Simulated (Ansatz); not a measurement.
# What NaGeCl3 (built on the sites of a database entry of CsGeBr3) distorts into, part 2 of 2

Aim: this structure of NaGeCl3 (built on the sites of a database entry of CsGeBr3) is to be tested for unstable modes, and one is followed downhill.

Ansatz 0.2.0; DFT PBEsol, scalar-relativistic, plane waves, PAW.

So far, highest frequency on the path or at a solved wavevector (cm⁻¹): step 2 (response at finite wavevector) 270. Also lowest frequency on the path (cm⁻¹): step 2 -90.6.

The structure was built from a prototype and need not be the compound's stable phase.

### Step 6. Relaxing from the distorted cell

Starting from the lowest point found, all atoms and the cell are let go, so that strain and other modes of the same symmetry can join in.

input.yaml reads:

```yaml
crystal:
  lattice:
    - [5.1317724219, 5.1317724219, 0.0]
    - [5.1317724219, 0.0, 5.1317724219]
    - [5.1317724219, 0.0, -5.1317724219]
  atoms:
    - { symbol: Na, position: [-0.1169186688, 0.0584593344, 0.0584593344] }
    - { symbol: Na, position: [0.1169186688, 0.4415406656, 0.4415406656] }
    - { symbol: Ge, position: [0.5, 0.25, 0.75] }
    - { symbol: Ge, position: [0.5, 0.75, 0.25] }
    - { symbol: Cl, position: [0.5, 0.0113331619, 0.0113331619] }
    - { symbol: Cl, position: [0.5, 0.4886668381, 0.4886668381] }
    - { symbol: Cl, position: [0.0, 0.5, 0.0] }
    - { symbol: Cl, position: [0.0, 0.0, 0.5] }
    - { symbol: Cl, position: [0.5, 0.0113331619, 0.4886668381] }
    - { symbol: Cl, position: [0.5, 0.4886668381, 0.0113331619] }
kpoints:
  mp_grid: { grid: [6, 6, 6] }
hamiltonian:
  xc: pbesol
scf:
  occupations: { method: fixed }
output:
  forces: true
  stress: true
  eigenvalues: true
relax:
  adjacent_minimum: "off"
  f_tol: 0.002
  max_steps: 120
  cell: { stress_tol: 0.03 }
```

Started as:

```
$ ansatz run input.yaml --threads 8 --pin off --max-ram 14336MiB --backend cpu --events-out ev --progress --plain --runs-dir out
```

Numbers of over 12 decimals in the logs are rounded to 6 here.

Output:

```text
[...]
Crystal: 10 atoms, lattice volume = 270.291 Å³
Basis set: ecut = 420 eV, 5209 PW (Γ), exchange–correlation on 100×100×100 points (8 copies of the dense FFT grid, shifted against one another)
Bands: 54, of which v1, the nominal top of the filled ones, is band 44 counted from 1 (43 counted from 0)
Symmetry: 16 space group operations
[...]
k-points: 30 of 216
[...]
SCF iter   1: F=—  HF=-17834.498929 eV  |F-HF|=—  |Δ(HF+E_count)|=         —  Δρ=2.75e-3  dr2=2.77e-2  ethr=1.77e-3  ⟨swp⟩=4.9  Hψ=5259  notcnv=0  defer=210
[...]
SCF iter   8: F=-17834.483978 eV  HF=-17834.483978 eV  |F-HF|=2.14e-8  |Δ(HF+E_count)|=   8.05e-8  Δρ=3.15e-6  dr2=2.11e-8  ethr=1.08e-10  ⟨swp⟩=5.0  Hψ=6144  notcnv=0
SCF 1 converged in 8 iterations: F = -17834.483978 eV  dr2 = 2.11e-8
[...]
relax step   1: F+E_penalty+E_count = -17834.48397763 eV  Δ(F+E_penalty+E_count) = +0.000e0 eV  max|allowed force component| = 1.940e-1 eV/Å  Δτ_max = 0.0000 Å  P = +0.299 GPa  Ω = 270.291 Å³  (8 SCF iters, dr2 threshold 1.00e-7 eV, accepted)
Crystal: 10 atoms, lattice volume = 274.232 Å³
Basis set: ecut = 420 eV, 5329 PW (Γ), exchange–correlation on 100×100×100 points (8 copies of the dense FFT grid, shifted against one another)
[...]
iter 1 solved again at ethr=8.36e-5 eV; its pass at ethr=3.10e-3 eV (dr2=7.36e-2 eV) is discarded
[...]
SCF iter   6: F=-17834.514843 eV  HF=-17834.514842 eV  |F-HF|=1.99e-6  |Δ(HF+E_count)|=   1.38e-5  Δρ=1.46e-5  dr2=9.41e-7  ethr=1.14e-9  ⟨swp⟩=11.1  Hψ=9985  notcnv=0
SCF 2 converged in 6 iterations: F = -17834.514843 eV  dr2 = 9.41e-7
relax step   2: F+E_penalty+E_count = -17834.51484349 eV  Δ(F+E_penalty+E_count) = -3.087e-2 eV  max|allowed force component| = 1.612e-1 eV/Å  Δτ_max = 0.0894 Å  P = -0.070 GPa  Ω = 274.232 Å³  energy of the carried Pulay correction = -1.446e-4 eV  (6 SCF iters, dr2 threshold 1.00e-6 eV, accepted)
Crystal: 10 atoms, lattice volume = 277.715 Å³
Basis set: ecut = 420 eV, 5441 PW (Γ), exchange–correlation on 100×100×100 points (8 copies of the dense FFT grid, shifted against one another)
[...]
SCF iter   7: F=-17834.565532 eV  HF=-17834.565528 eV  |F-HF|=3.58e-6  |Δ(HF+E_count)|=   2.06e-5  Δρ=1.12e-5  dr2=6.12e-7  ethr=1.14e-9  ⟨swp⟩=12.7  Hψ=8475  notcnv=0
SCF 3 converged in 7 iterations: F = -17834.565532 eV  dr2 = 6.12e-7
relax step   3: F+E_penalty+E_count = -17834.56553178 eV  Δ(F+E_penalty+E_count) = -5.069e-2 eV  max|allowed force component| = 1.391e-2 eV/Å  Δτ_max = 0.1958 Å  P = -0.012 GPa  Ω = 277.715 Å³  energy of the carried Pulay correction = -2.707e-4 eV  (7 SCF iters, dr2 threshold 1.00e-6 eV, accepted)
[...]
relax step   4: F+E_penalty+E_count = -17834.56726269 eV  Δ(F+E_penalty+E_count) = -1.731e-3 eV  max|allowed force component| = 1.084e-2 eV/Å  Δτ_max = 0.0174 Å  P = +0.007 GPa  Ω = 278.054 Å³  energy of the carried Pulay correction = -2.828e-4 eV  (6 SCF iters, dr2 threshold 1.89e-7 eV, accepted)
[...]
relax step   5: F+E_penalty+E_count = -17834.56750438 eV  Δ(F+E_penalty+E_count) = -2.417e-4 eV  max|allowed force component| = 6.175e-3 eV/Å  Δτ_max = 0.0112 Å  P = +0.010 GPa  Ω = 277.928 Å³  energy of the carried Pulay correction = -2.783e-4 eV  (6 SCF iters, dr2 threshold 1.50e-8 eV, accepted)
[...]
relax step   6: F+E_penalty+E_count = -17834.56753682 eV  Δ(F+E_penalty+E_count) = -3.244e-5 eV  max|allowed force component| = 1.608e-3 eV/Å  Δτ_max = 0.0029 Å  P = -0.000 GPa  Ω = 277.973 Å³  energy of the carried Pulay correction = -2.799e-4 eV  (6 SCF iters, dr2 threshold 2.38e-9 eV, accepted)
[...]
SCF iter   9: F=-17834.567807 eV  HF=-17834.567807 eV  |F-HF|=0.00e0  |Δ(HF+E_count)|=  2.91e-11  Δρ=2.85e-8  dr2=2.55e-12  ethr=1.00e-12  ⟨swp⟩=4.0  Hψ=4919  notcnv=0
SCF 7 converged in 9 iterations: F = -17834.567807 eV  dr2 = 2.55e-12
relax step   7: F+E_penalty+E_count = -17834.56780715 eV  Δ(F+E_penalty+E_count) = -2.703e-4 eV  max|allowed force component| = 1.606e-3 eV/Å  Δτ_max = 0.0000 Å  P = -0.000 GPa  Ω = 277.973 Å³  stress off target by 4.81e-3 GPa  SCF on the basis re-selected at this cell (its energy is not comparable with the rows above)  (9 SCF iters)
basis re-selected at this cell: Δ(F+E_penalty+E_count) = -2.703e-4 eV, ΔP = -0.000 GPa vs the last step (what re-selecting the basis moved, of the pressure what is left beyond the Pulay correction that the steps carried, after the strain that the cell walked since its last selection, with what the two solves' SCF thresholds leave and, on support functions, any second-order correction that the steps lacked; it is no m [...]
SCF converged after 9 iterations
Free energy (F): -17834.567807 eV
[...]
Internal energy: -17834.567807 eV  (E = F + TS)
E sigma→0 (E₀):  -17834.567807 eV
Fermi energy:    3.751183 eV
[...]
--- Forces (eV/Å), atoms counted from 1 ---
  atom   1  Na     0.00000000    -0.00002578     0.00000000
  atom   2  Na     0.00000000     0.00002578     0.00000000
  atom   3  Ge    -0.00000000     0.00000000    -0.00000000
  atom   4  Ge     0.00000000     0.00000000     0.00000000
  atom   5  Cl     0.00160633    -0.00000000     0.00000000
  atom   6  Cl    -0.00160633     0.00000000     0.00000000
  atom   7  Cl     0.00000000     0.00000000     0.00000000
  atom   8  Cl     0.00000000     0.00000000     0.00000000
  atom   9  Cl    -0.00000000     0.00000000     0.00160633
  atom  10  Cl     0.00000000    -0.00000000    -0.00160633
  max |Σ_I F_I| component: 1.73e-18 eV/Å
--- Stress (GPa, compression-positive) ---
       -0.002791       0.000000      -0.000000
        0.000000       0.004808      -0.000000
       -0.000000      -0.000000      -0.002791
  P = ⅓ Tr σ = -0.0003 GPa (-0.003 kbar)
--- Band table (eV; the first three rows and the last of 30) ---
  k-point 0: bands = [... 40 lower, 0.8010, 1.0340, 1.0340, 3.7512, 4.4829, 4.4829, 4.5140, 5.5944, ... 6 higher]
  k-point 1: bands = [... 40 lower, 0.7340, 0.9510, 0.9780, 3.0101, 4.8474, 4.8563, 5.2343, 5.8013, ... 6 higher]
  k-point 2: bands = [... 40 lower, 0.6408, 0.8120, 0.8594, 2.0342, 5.7053, 5.7219, 6.1791, 6.3536, ... 6 higher]
  k-point 29: bands = [... 40 lower, 0.2709, 0.7943, 1.6899, 2.5171, 5.0561, 5.0561, 5.5551, 7.2657, ... 6 higher]
--- Relaxed structure (6 steps of the walk, 6 accepted, 1 SCFs on fresh bases) ---
  F+E_penalty+E_count = -17834.56780715 eV   max|allowed force component| = 1.606e-3 eV/Å   (the final SCF, on the basis selected at the relaxed cell)
  cell:  # Å, volume = 277.9725 Å³
    - [5.180754, 5.178286, 0]
    - [5.180754, 0, 5.180754]
    - [5.180754, 0, -5.180754]
  atoms:
    - { symbol: Na, position: [-0.174130, 0.087065, 0.087065] }
    - { symbol: Na, position: [0.174130, 0.412935, 0.412935] }
    - { symbol: Ge, position: [0.5, 0.250000, 0.75] }
    - { symbol: Ge, position: [0.5, 0.75, 0.250000] }
    - { symbol: Cl, position: [0.5, 0.016128, 0.016128] }
    - { symbol: Cl, position: [0.5, 0.483872, 0.483872] }
    - { symbol: Cl, position: [-1.0056568991655037e-18, 0.5, 0.0] }
    - { symbol: Cl, position: [-1.0056568991655036e-18, 0.0, 0.5] }
    - { symbol: Cl, position: [0.5, 0.016128, 0.483872] }
    - { symbol: Cl, position: [0.5, 0.483872, 0.016128] }
```

Run time: 51 s. Hardware: 8 threads of Arm Neoverse N1, shared host; peak memory 1.2 GiB.

Relaxation path:

| step | energy less that of the first step (eV) | largest force component (eV/Å) | pressure (GPa) | volume (Å³) |
| --- | --- | --- | --- | --- |
| 1 | 0.0000 | 0.1940 | 0.30 | 270.29 |
| 2 | -0.0309 | 0.1612 | -0.07 | 274.23 |
| 3 | -0.0816 | 0.0139 | -0.01 | 277.72 |
| 4 | -0.0833 | 0.0108 | 0.01 | 278.05 |
| 5 | -0.0835 | 0.0062 | 0.01 | 277.93 |
| 6 | -0.0836 | 0.0016 | 0.00 | 277.97 |
| 7* | -0.0838 | 0.0016 | 0.00 | 277.97 |

Relaxation steps marked * repeat the geometry before them on a plane-wave basis chosen anew for their cell, so energy and pressure can jump there.

Forces are held to the 16 operations that the run works with; a distortion that breaks them can't arise in this run.

| conventional cell, symmetrised | before | after | change |
| --- | --- | --- | --- |
| a (Å) | 7.257 | 7.327 | +1.0 % |
| b (Å) | 7.257 | 7.327 | +1.0 % |
| c (Å) | 10.264 | 10.357 | +0.9 % |
| volume (Å³/atom) | 27.03 | 27.80 | +2.8 % |

The atoms that moved most (Å, as changes of fractional coordinates times the final cell):

| atom | dx | dy | dz | length |
| --- | --- | --- | --- | --- |
| Na2 | 0.000 | 0.296 | 0.000 | 0.296 |
| Na1 | 0.000 | -0.296 | 0.000 | 0.296 |
| Cl9 | 0.000 | 0.000 | 0.050 | 0.050 |
| Cl10 | 0.000 | 0.000 | -0.050 | 0.050 |
| Cl5 | 0.050 | 0.000 | 0.000 | 0.050 |
| Cl6 | -0.050 | 0.000 | 0.000 | 0.050 |

The relaxed structure:

```cif
data_structure
_symmetry_space_group_name_H-M 'P 1'
_symmetry_Int_Tables_number 1
_cell_length_a 7.3249
_cell_length_b 7.3267
_cell_length_c 7.3267
_cell_angle_alpha 90.000
_cell_angle_beta 59.992
_cell_angle_gamma 59.992
_cell_volume 277.97
loop_
_atom_site_label
_atom_site_type_symbol
_atom_site_fract_x
_atom_site_fract_y
_atom_site_fract_z
_atom_site_occupancy
Na1 Na 0.82587 0.08706 0.08706 1
Na2 Na 0.17413 0.41294 0.41294 1
Ge3 Ge 0.50000 0.25000 0.75000 1
Ge4 Ge 0.50000 0.75000 0.25000 1
Cl5 Cl 0.50000 0.01613 0.01613 1
Cl6 Cl 0.50000 0.48387 0.48387 1
Cl7 Cl 0.00000 0.50000 0.00000 1
Cl8 Cl 0.00000 0.00000 0.50000 1
Cl9 Cl 0.50000 0.01613 0.48387 1
Cl10 Cl 0.50000 0.48387 0.01613 1
```

Numbers from this step:

- pressure: -2.58e-4 GPa
- gap on the k-mesh: 0.7317 eV
- volume per atom: 27.80 Å³

The distorted start has space group I4/mmm; the relaxation ends in I4/mmm.

### Step 7. What came out

* unstable mode of the parent: q = (-0.5, -0.5, -0.5), 84i cm⁻¹
* depth at the lowest point sampled: 18.3 meV/atom
* largest atomic shift at that point: 0.6 Å
* space group reached (within 0.01 Å): I4/mmm
* energy gained over the parent (first relaxation, on the mesh of the frozen mode): 26.7 meV/atom
* volume per atom, phase reached: 27.8 Å³
* gap on the k-mesh, phase reached: 0.732 eV

In words: Along this mode the structure falls into I4/mmm, 26.7 meV/atom below the parent. At the parent's cell the well is 18.34 meV/atom deep on the steps tried, with its lowest point at a shift of 0.6 Å. That is the last step tried, so the steps alone don't bracket the bottom of the well. Relaxing atoms and cell changes the gain by +8.38 meV/atom against the lowest step (energies at zero smearing). The modes of the phase reached were not computed on this path. Of the 6 patterns followed to their end from this parent, this one ends 61.6 meV/atom above the lowest, Imma. Each path keeps the symmetry of its pattern, so a lower phase may lie along a pattern not tried. The starting cell was built on a prototype and not taken from a measurement, so the phase need not exist.

[Logs are printed without paths, hosts, clocks, repeated set-up lines and the standing remarks that a program may print on its own settings, such as how far it seeks lower states.]

[Hosts, paths, dates, database ids (printed as entryN), source tags and the programs' standing remarks are cut or masked in the printed files.]
